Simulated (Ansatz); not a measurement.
**BaTiO3 (Barioperovskite): converging the G0W0 gap**

How do accuracy and time trade against each other in G0W0 on BaTiO3 (Barioperovskite)?

Method: G0W0 on LDA, plane waves, PAW, in Ansatz 0.2.0.

## 1. The structure

The structure is orthorhombic, space group Amm2 (No. 38). Conventional cell: a = 3.986 Å, b = 5.674 Å, c = 5.690 Å, α = 90.00°, β = 90.00°, γ = 90.00°. Nearest to Ba lie 12 O at 2.77 to 2.92 Å. Nearest to Ti lie 6 O at 1.93 to 2.09 Å. Nearest to O lie 2 Ti at 2.00 Å and 4 Ba at 2.77 to 2.92 Å. Nearest to O lie 2 Ti at 1.93 to 2.09 Å and 4 Ba at 2.81 to 2.84 Å. Farther neighbours and most contacts between anions are not listed.

As a file:

```cif
data_structure
_symmetry_space_group_name_H-M 'P 1'
_symmetry_Int_Tables_number 1
_cell_length_a 3.9855
_cell_length_b 4.0178
_cell_length_c 4.0178
_cell_angle_alpha 89.834
_cell_angle_beta 90.000
_cell_angle_gamma 90.000
_cell_volume 64.34
loop_
_atom_site_label
_atom_site_type_symbol
_atom_site_fract_x
_atom_site_fract_y
_atom_site_fract_z
_atom_site_occupancy
Ba1 Ba 0.00000 0.00000 0.00000 1
Ti2 Ti 0.50000 0.51240 0.51240 1
O3 O 0.00000 0.48740 0.48740 1
O4 O 0.50000 0.50524 0.99184 1
O5 O 0.50000 0.99184 0.50524 1
```

The cell and positions come from the Crystallography Open Database and are kept as given unless a step says otherwise. Spin-orbit coupling is left out unless a step names it. The default PAW set here is soft_1. Its files were made with PBE; for other functionals the partial waves and projectors stay those of PBE.

## 2. 83 empty bands, screening to 69 eV

Now the one-shot GW correction: screening in the RPA, then the self-energy of the levels asked for.

Contents of input.yaml:

```yaml
crystal:
  lattice:
    - [3.9855, 0.0, 0.0]
    - [0.0, 2.8369, 2.84515]
    - [0.0, -2.8369, 2.84515]
  atoms:
    - { symbol: Ba, position: [0.0, 0.0, 0.0] }
    - { symbol: Ti, position: [0.5, 0.5124, 0.5124] }
    - { symbol: O, position: [0.0, 0.4874, 0.4874] }
    - { symbol: O, position: [0.5, 0.50524, 0.99184] }
    - { symbol: O, position: [0.5, 0.99184, 0.50524] }
kpoints:
  mp_grid: { grid: [4, 4, 4] }
hamiltonian:
  xc: lda
  pseudopotentials: { kind: paw, azcp: { folder: "./paw" } }
scf:
  occupations: { method: fixed }
gw:
  n_empty_bands: 83
  ecut_chi: 69
  qp_bands: [v2, c2]
  qp_kpoints: band_edges
  screening: { model: contour_deformation }
```

Run with:

```bash
> ansatz run input.yaml --threads 3 --pin off --max-ram 92160MiB --backend cuda --events-out ev --progress --plain --runs-dir out --devices 1 --max-vram 13GiB
```

Numbers of over 12 decimals in the logs are rounded to 6 here.

What it wrote:

```text
Warning: <dir> the record states the generating functional pbe (its physics header spells it `PBE`), which answers neither for hamiltonian.xc's functional nor for the lda family's — results may be inconsistent (PPs are generated against a specific XC)
Warning: <dir> the record states the generating functional pbe (its physics header spells it `PBE`), which answers neither for hamiltonian.xc's functional nor for the lda family's — results may be inconsistent (PPs are generated against a specific XC)
Warning: <dir> the record states the generating functional pbe (its physics header spells it `PBE`), which answers neither for hamiltonian.xc's functional nor for the lda family's — results may be inconsistent (PPs are generated against a specific XC)
GPUs: using 1 of 1 available (devices: 1).
Engine: ansatz 0.2.0, x86_64-unknown-linux-gnu
Pseudopotentials: kind: paw
Pseudopotential: Ba, paw, valence charge 10, recommended cutoff 420 eV (normal), <dir>
Pseudopotential: Ti, paw, valence charge 12, recommended cutoff 420 eV (normal), <dir>
Pseudopotential: O, paw, valence charge 6, recommended cutoff 420 eV (normal), <dir>
Functional definition: SPW92
  exchange = slater_x
  correlation = pw_c
device memory: the entry about to start is reckoned to put 0.7 GiB on a device that reports 66.2 GiB free (of which the cap on the GPU budget leaves the run 13.0 GiB)
GPU FFT provider: cuFFT
GPU libraries: cuBLAS 13.8.2, cuFFT 12.4.0, cuSOLVER 12.3.4
Crystal: 5 atoms, lattice volume = 64.337 Å³
Basis set: ecut = 420 eV, 1249 PW (Γ)
Bands: 25, of which v1, the nominal top of the filled ones, is band 20 counted from 1 (19 counted from 0)
Symmetry: 4 space group operations
Space group: Amm2 (ITA 38), of the structure as read, at distance tolerance 4.0e-5 Å
k-points: 21 of 64 (time reversal used)
Non-local potential: Ba, projectors of the file, l = 0: 3, l = 1: 2, l = 2: 2, l = 3: 2
Non-local potential: Ti, projectors of the file, l = 0: 3, l = 1: 2, l = 2: 3, l = 3: 1
Non-local potential: O, projectors of the file, l = 0: 2, l = 1: 2, l = 2: 1
PAW form: soft (Blöchl's): semilocal exchange-correlation on the pseudo side does not see the compensation charge
PAW frozen core: Ba, regenerated for the run's functional, and the local potential with it (the file was generated under x = pbe(κ = 0.804, μ = 0.219515), c = pbe(β = 0.066725))
PAW frozen core: Ti, regenerated for the run's functional, and the local potential with it (the file was generated under x = pbe(κ = 0.804, μ = 0.219515), c = pbe(β = 0.066725))
PAW frozen core: O, regenerated for the run's functional, and the local potential with it (the file was generated under x = pbe(κ = 0.804, μ = 0.219515), c = pbe(β = 0.066725))
PAW one-centre angular grid: Ba, 194 points (default); XC on 64 Gauss nodes
PAW one-centre angular grid: Ti, 590 points (default); XC on 64 Gauss nodes
PAW one-centre angular grid: O, 110 points (default); XC on 64 Gauss nodes
Initial density: superposition of atomic densities (chi_scale 0.1, normalization cell, long waves kept (reshape's long-wave potential 0.00 eV rms))
Initial wavefunctions: pseudopotential atomic-orbital guess
GPU buffer pool allocated for 19683 grid points (all kernels)
GPU transforms: local potential and band sums: pruned to the plane-wave sphere, on 27×27×27
Functional: x = slater, c = lda
SCF iter   1: F=—  HF=-9905.087786 eV  |F-HF|=—  |Δ(HF+E_count)|=         —  Δρ=5.70e-2  dr2=2.16e0  ethr=3.10e-3  ⟨swp⟩=4.7  Hψ=2018  notcnv=0  defer=37
preconditioner: auto → Resta (q_TF=auto, 2.521 Å⁻¹)  ε∞=5.9  [insulator: Δε(μ)=2.146 eV  Ē_g=11.424 eV  n_scr=18 (ndim 8)  ℏωp=25.4 eV  f_vac=0.000  ε∞_Penn≈5.9]
SCF iter   2: F=—  HF=-9904.632504 eV  |F-HF|=—  |Δ(HF+E_count)|=   4.55e-1  Δρ=2.29e-2  dr2=4.79e-1  ethr=3.10e-3  ⟨swp⟩=2.5  Hψ=991  notcnv=0  defer=23
SCF iter   3: F=—  HF=-9904.552068 eV  |F-HF|=—  |Δ(HF+E_count)|=   8.04e-2  Δρ=1.32e-2  dr2=1.11e-1  ethr=1.20e-3  ⟨swp⟩=2.1  Hψ=878  notcnv=0  defer=42
SCF iter   4: F=—  HF=-9904.537481 eV  |F-HF|=—  |Δ(HF+E_count)|=   1.46e-2  Δρ=8.82e-3  dr2=5.57e-2  ethr=2.77e-4  ⟨swp⟩=2.2  Hψ=963  notcnv=0  defer=42
SCF iter   5: F=—  HF=-9904.528190 eV  |F-HF|=—  |Δ(HF+E_count)|=   9.29e-3  Δρ=3.14e-3  dr2=7.18e-3  ethr=1.39e-4  ⟨swp⟩=2.0  Hψ=720  notcnv=0  defer=56
SCF iter   6: F=—  HF=-9904.526865 eV  |F-HF|=—  |Δ(HF+E_count)|=   1.33e-3  Δρ=8.47e-4  dr2=5.00e-4  ethr=1.80e-5  ⟨swp⟩=2.2  Hψ=747  notcnv=0  defer=63
SCF iter   7: F=—  HF=-9904.526777 eV  |F-HF|=—  |Δ(HF+E_count)|=   8.73e-5  Δρ=2.26e-4  dr2=2.85e-5  ethr=1.25e-6  ⟨swp⟩=2.1  Hψ=767  notcnv=0  defer=57
SCF iter   8: F=—  HF=-9904.526772 eV  |F-HF|=—  |Δ(HF+E_count)|=   4.80e-6  Δρ=2.28e-5  dr2=2.69e-7  ethr=7.12e-8  ⟨swp⟩=2.0  Hψ=768  notcnv=0  defer=22
SCF iter   9: F=-9904.526772 eV  HF=-9904.526772 eV  |F-HF|=2.18e-10  |Δ(HF+E_count)|=   1.05e-8  Δρ=3.84e-6  dr2=7.80e-9  ethr=2.50e-10  ⟨swp⟩=7.5  Hψ=2048  notcnv=0
SCF 1 converged in 9 iterations: F = -9904.526772 eV  dr2 = 7.80e-9
  greatest PAW one-centre occupation: 0.998 electrons in one spin orbital (limit 2), on the Ti atom at site 1 (counted from 0), in its partial waves of l = 0
[...]
gw.qp_kpoints: band_edges: 15 of 21 stored k-points solved, in 1 pass; an edge of the gap read off the rows below is read off those points alone
    valence top: of the k-points left out ik 17 came nearest to being solved in a further pass, in band 19 (counted from 1, as in the quasiparticle table): it holds the edge there only if its correction is more favourable than any solved in that band by at least 0.524 eV; those differ by 0.136 eV
    conduction bottom: of the k-points left out ik 4 came nearest to being solved in a further pass, in band 21 (counted from 1, as in the quasiparticle table): it holds the edge there only if its correction is more favourable than any solved in that band by at least 1.032 eV; those differ by 0.046 eV
  `?` marks the rows in doubt; gw_qp.tsv's column doubts and the gw_qp event give each row's grounds
    ik  band        ε_KS         Σx   Σc(E_QP)       V_xc       Z   E_QP_lin       E_QP  E_QP is
     0    19      9.6386   -25.8682     4.6314   -21.4135  0.7282     9.8147     9.8153  root
     0    20      9.6850   -25.9730     4.6907   -21.4534  0.7286     9.8555     9.8561  root
     0    21     11.6643   -12.6281    -6.1647   -20.5685  0.7378    13.5309    13.4400  root
     0    22     11.7283   -12.7556    -6.0571   -20.5747  0.7372    13.5807    13.4903  root
     1    19      9.2677   -25.2933     4.4587   -21.0113  0.7250     9.4439     9.4445  root
     1    20      9.3741   -25.6735     4.6647   -21.1666  0.7256     9.5313     9.5318  root
     1    21     11.8258   -13.0246    -6.1351   -20.9389  0.7340    13.6995    13.6049  root
     1    22     12.6127   -14.0439    -6.1587   -21.9609  0.7171    14.4756    14.3710  root ?
     2    19      9.0570   -25.4351     4.6692   -20.8992  0.7228     9.1900     9.1903  root
     2    20      9.1397   -25.7349     4.8353   -21.0156  0.7231     9.2555     9.2558  root
     2    21     11.8912   -13.1351    -6.2518   -21.1889  0.7313    13.7925    13.6931  root
     2    22     13.3826   -14.7206    -6.7356   -23.2286  0.6933    15.2911    15.1550  root ?
     3    19      8.8480   -24.9533     4.3958   -20.7228  0.7227     9.0126     9.0132  root
     3    20      9.3733   -25.4052     4.8260   -20.6839  0.7196     9.4778     9.4780  root
     3    21     12.6793   -14.0523    -6.2496   -22.0712  0.7161    14.5568    14.4485  root ?
     3    22     12.6948   -14.2748    -6.2606   -22.3067  0.7127    14.5767    14.4660  root ?
     5    19      8.8743   -24.9918     4.4009   -20.7590  0.7229     9.0419     9.0425  root
     5    20      9.3523   -25.3773     4.8274   -20.6556  0.7190     9.4578     9.4580  root
     5    21     12.5533   -13.8863    -6.2852   -21.9500  0.7176    14.4392    14.3318  root ?
     5    22     12.8094   -14.3843    -6.2533   -22.4039  0.7113    14.6865    14.5756  root ?
     6    19      9.0081   -25.1316     4.9094   -20.2694  0.7158     9.0553     9.0554  root
     6    20      9.7467   -25.6068     4.9904   -20.7270  0.7188     9.8572     9.8574  root
     6    21     13.3979   -14.7362    -6.8386   -23.3560  0.6917    15.3188    15.1790  root ?
     6    22     13.4583   -14.7295    -6.8677   -23.3771  0.6911    15.3789    15.2382  root ?
     7    19      9.3517   -25.5332     4.5708   -21.1244  0.7264     9.5132     9.5138  root
     7    20      9.3537   -25.6633     4.6531   -21.1652  0.7257     9.5082     9.5087  root
     7    21     11.7696   -12.8378    -6.1649   -20.7836  0.7353    13.6465    13.5504  root
     7    22     12.5839   -14.1308    -6.1722   -22.0739  0.7180    14.4599    14.3549  root ?
     8    19      8.9588   -25.1051     4.5242   -20.7265  0.7233     9.1040     9.1045  root
     8    20      9.3826   -25.3883     4.8255   -20.6714  0.7192     9.4910     9.4912  root
     8    21     12.5378   -13.9040    -6.2512   -21.9320  0.7191    14.4204    14.3144  root ?
     8    22     12.7259   -14.2826    -6.2748   -22.3307  0.7125    14.6105    14.4992  root ?
     9    19      8.8325   -25.0000     4.8223   -20.2526  0.7160     8.9074     8.9076  root
     9    20      9.3637   -25.1286     4.8956   -20.3219  0.7159     9.4525     9.4528  root
     9    21     12.6550   -14.1503    -6.3450   -22.2839  0.7146    14.5559    14.4437  root ?
     9    22     13.3977   -14.7121    -6.8043   -23.2941  0.6922    15.3140    15.1754  root ?
    13    19      9.3374   -25.1541     4.9674   -20.2648  0.7154     9.4153     9.4155  root
[...]
13    21     13.6746   -14.7071    -7.0352   -23.5186  0.6870    15.5974    15.4510  root ?
    13    22     13.7062   -14.6841    -7.0885   -23.5431  0.6849    15.6261    15.4767  root ?
[...]
14    22     13.3573   -14.7629    -6.6775   -23.2081  0.6947    15.2578    15.1249  root ?
    15    19      8.7865   -24.9276     4.8497   -20.1400  0.7143     8.8486     8.8487  root
    15    20      9.3589   -25.1251     4.8890   -20.3275  0.7159     9.4501     9.4503  root
    15    21     12.6675   -14.0817    -6.3612   -22.2293  0.7140    14.5668    14.4538  root ?
    15    22     13.4058   -14.7237    -6.7942   -23.2901  0.6925    15.3150    15.1780  root ?
    16    19      9.0018   -25.1348     4.8866   -20.2892  0.7170     9.0428     9.0429  root
    16    20      9.7958   -25.6404     4.9902   -20.7690  0.7188     9.9143     9.9146  root
    16    21     13.4128   -14.7184    -6.8476   -23.3467  0.6914    15.3337    15.1935  root ?
    16    22     13.4286   -14.7845    -6.8253   -23.3835  0.6910    15.3410    15.2022  root ?
    18    19      9.3280   -25.1416     4.9505   -20.2661  0.7160     9.4029     9.4031  root
    18    20      9.8168   -25.6972     4.9934   -20.8313  0.7190     9.9440     9.9443  root
    18    21     13.7080   -14.6894    -7.0813   -23.5430  0.6853    15.6302    15.4805  root ?
    18    22     13.7098   -14.7167    -7.0631   -23.5477  0.6855    15.6261    15.4778  root ?
    20    19      9.8326   -25.7586     5.0020   -20.8921  0.7190     9.9676     9.9680  root
    20    20      9.8428   -25.7535     4.9939   -20.8970  0.7191     9.9797     9.9801  root
    20    21     14.0196   -14.6747    -7.4119   -23.8503  0.6744    15.9415    15.7833  root ?
    20    22     14.0614   -14.7010    -7.4892   -23.9546  0.6717    15.9877    15.8259  root ?
[key lines of the parts left out:]
SCF converged after 9 iterations
Free energy (F): -9904.526772 eV
Fermi energy:    9.842753 eV
```

It took 21 s on 1 × NVIDIA H100 80GB HBM3 (shared by 6 runs) with 3 threads of AMD EPYC 7R13 (Zen 3), shared host; peak memory 1.1 GiB.

Numbers from this step:

```yaml
bands_summed: 103
rpa_eps_infinity_on_this_mesh_eigenvalues: 6.584, 6.649, 6.716
plane_waves_in_the_screening_matrix: 81
q_points_in_the_mesh: 64
g0w0_gap_on_the_mesh: 3.460 eV
k_of_the_valence_top: -0.5, -0.5, -0.5
k_of_the_conduction_bottom: 0, 0, 0
starting_gap_on_the_mesh: 1.822 eV
z_at_the_valence_top: 0.7191
z_at_the_conduction_bottom: 0.7378
least_direct_g0w0_gap_on_the_computed_points: 3.584 eV
```

The gap on the mesh goes from 1.82 eV to 3.46 eV, a correction of +1.64 eV. Between the two edge states, bare exchange in place of the xc potential would open the gap by 12.80 eV, and correlation takes back 11.16 eV.

## 3. 236 empty bands, screening to 138 eV

Bands and screening cutoff are moved together, since each hides the error of the other.

input.yaml: that of step 2 with these lines changed.

```diff
@@ -19,4 +19,4 @@
 gw:
-  n_empty_bands: 83
-  ecut_chi: 69
+  n_empty_bands: 236
+  ecut_chi: 138
   qp_bands: [v2, c2]
```

What it wrote:

```text
[...]
GPUs: using 1 of 1 available (devices: 1).
[...]
GPU FFT provider: cuFFT
GPU libraries: cuBLAS 13.8.2, cuFFT 12.4.0, cuSOLVER 12.3.4
Crystal: 5 atoms, lattice volume = 64.337 Å³
Basis set: ecut = 420 eV, 1249 PW (Γ)
Bands: 25, of which v1, the nominal top of the filled ones, is band 20 counted from 1 (19 counted from 0)
Symmetry: 4 space group operations
[...]
k-points: 21 of 64 (time reversal used)
[...]
GPU buffer pool allocated for 19683 grid points (all kernels)
[...]
SCF iter   1: F=—  HF=-9905.087786 eV  |F-HF|=—  |Δ(HF+E_count)|=         —  Δρ=5.70e-2  dr2=2.16e0  ethr=3.10e-3  ⟨swp⟩=4.7  Hψ=2018  notcnv=0  defer=37
[...]
SCF iter   9: F=-9904.526772 eV  HF=-9904.526772 eV  |F-HF|=2.18e-10  |Δ(HF+E_count)|=   1.05e-8  Δρ=3.84e-6  dr2=7.80e-9  ethr=2.50e-10  ⟨swp⟩=7.5  Hψ=2048  notcnv=0
SCF 1 converged in 9 iterations: F = -9904.526772 eV  dr2 = 7.80e-9
[...]
NSCF: frozen V_eff on 21 k-points, pencils in batches of 32, up to order 100
[...]
NSCF: frozen V_eff on 21 k-points
G₀W₀ screening: q 1/21
[... further progress lines ...]
[...]
SCF converged after 9 iterations
Free energy (F): -9904.526772 eV
[...]
Internal energy: -9904.526772 eV  (E = F + TS)
E sigma→0 (E₀):  -9904.526772 eV
Fermi energy:    9.842753 eV
[...]
--- Band table (eV; the first three rows and the last of 21) ---
  k-point 0: bands = [... 16 lower, 8.7190, 9.5275, 9.6386, 9.6850, 11.6643, 11.7283, 11.8924, 13.9450, ... 1 higher]
  k-point 1: bands = [... 16 lower, 8.3931, 8.6264, 9.2677, 9.3741, 11.8258, 12.6127, 12.6681, 13.9792, ... 1 higher]
  k-point 2: bands = [... 16 lower, 7.9946, 8.1633, 9.0570, 9.1397, 11.8912, 13.3826, 13.4106, 13.9760, ... 1 higher]
  k-point 20: bands = [... 16 lower, 7.5059, 9.7964, 9.8326, 9.8428, 14.0196, 14.0614, 14.0720, 16.5054, ... 1 higher]
[...]
0    19      9.6386   -25.8682     4.2817   -21.4135  0.7210     9.4650     9.4656  root
     0    20      9.6850   -25.9730     4.3412   -21.4534  0.7212     9.5060     9.5066  root
     0    21     11.6643   -12.6281    -6.5346   -20.5685  0.7327    13.1162    13.0700  root
     0    22     11.7283   -12.7556    -6.4242   -20.5747  0.7321    13.1687    13.1232  root
     1    19      9.2677   -25.2933     4.1187   -21.0113  0.7180     9.1040     9.1045  root
     1    20      9.3741   -25.6735     4.3245   -21.1666  0.7187     9.1909     9.1916  root
     1    21     11.8258   -13.0246    -6.5078   -20.9389  0.7287    13.2798    13.2322  root
     1    22     12.6127   -14.0439    -6.5435   -21.9609  0.7109    14.0397    13.9862  root
[...]
20    19      9.8326   -25.7586     4.6808   -20.8921  0.7111     9.6461     9.6469  root
    20    20      9.8428   -25.7535     4.6731   -20.8970  0.7111     9.6587     9.6594  root
    20    21     14.0196   -14.6747    -7.8100   -23.8503  0.6668    15.4706    15.3852  root
    20    22     14.0614   -14.7010    -7.8878   -23.9546  0.6639    15.5150    15.4272  root
```

Elapsed: 25 s, on 1 × NVIDIA H100 80GB HBM3 (shared by 6 runs) with 3 threads; peak memory 1.3 GiB; 15 s of CPU time.

This step gave:

| Property | Result |
| --- | --- |
| bands summed | 256 |
| RPA ε∞ on this mesh (eigenvalues) | 6.497, 6.562, 6.625 |
| plane waves in the screening matrix | 251 |
| q-points in the mesh | 64 |
| G0W0 gap on the mesh | 3.411 eV |
| k of the valence top | -0.5, -0.5, -0.5 |
| k of the conduction bottom | 0, 0, 0 |
| starting gap on the mesh | 1.822 eV |
| Z at the valence top | 0.7111 |
| Z at the conduction bottom | 0.7327 |
| least direct G0W0 gap on the computed points | 3.563 eV |

Against the run with 4×4×4 mesh, 83 empty bands, screening to 69 eV, the gap moves by −0.05 eV.

## 4. 509 empty bands, screening to 230 eV

input.yaml: that of step 3 with these lines changed.

```diff
@@ -19,4 +19,4 @@
 gw:
-  n_empty_bands: 236
-  ecut_chi: 138
+  n_empty_bands: 509
+  ecut_chi: 230.0
   qp_bands: [v2, c2]
```

What it wrote:

```text
[...]
GPUs: using 1 of 1 available (devices: 1).
[...]
GPU FFT provider: cuFFT
GPU libraries: cuBLAS 13.8.2, cuFFT 12.4.0, cuSOLVER 12.3.4
Crystal: 5 atoms, lattice volume = 64.337 Å³
Basis set: ecut = 420 eV, 1249 PW (Γ)
Bands: 25, of which v1, the nominal top of the filled ones, is band 20 counted from 1 (19 counted from 0)
Symmetry: 4 space group operations
[...]
1    22     12.6127   -14.0439    -6.7175   -21.9609  0.7076    13.8514    13.8122  root
[...]
20    19      9.8326   -25.7586     4.4747   -20.8921  0.7067     9.4373     9.4408  root
    20    20      9.8428   -25.7535     4.4670   -20.8970  0.7067     9.4498     9.4532  root
    20    21     14.0196   -14.6747    -7.9920   -23.8503  0.6627    15.2644    15.2032  root
    20    22     14.0614   -14.7010    -8.0698   -23.9546  0.6599    15.3079    15.2452  root
[key lines of the parts left out:]
SCF converged after 9 iterations
Free energy (F): -9904.526772 eV
Fermi energy:    9.842753 eV
```

Run time: 42 s. Hardware: 1 × NVIDIA H100 80GB HBM3 (shared by 6 runs) with 3 threads; peak memory 2.1 GiB; 37 s of CPU time.

This step gave:

```yaml
bands_summed: 529
rpa_eps_infinity_on_this_mesh_eigenvalues: 6.482, 6.547, 6.609
plane_waves_in_the_screening_matrix: 485
g0w0_gap_on_the_mesh: 3.463 eV
k_of_the_valence_top: -0.5, -0.5, -0.5
k_of_the_conduction_bottom: 0, 0, 0
starting_gap_on_the_mesh: 1.822 eV
least_direct_g0w0_gap_on_the_computed_points: 3.630 eV
```

Against the run with 4×4×4 mesh, 236 empty bands, screening to 138 eV, the gap moves by +0.05 eV.

[end of part 1 of 2]

[Paths, hosts, dates, memory and timing lines, banners, echoed tables and standing remarks are left out of the program output.]

[Logs are printed without paths, hosts, clocks, repeated set-up lines and the standing remarks that a program may print on its own settings, such as how far it seeks lower states.]

[Runs of the session that timed out or met a known fault of the program may be left out.]

[Cells called generated may have been cut or substituted from an entry of the Crystallography Open Database or the Materials Project.]

[Hosts, paths, dates, database ids (printed as entryN), source tags and the programs' standing remarks are cut or masked in the printed files.]
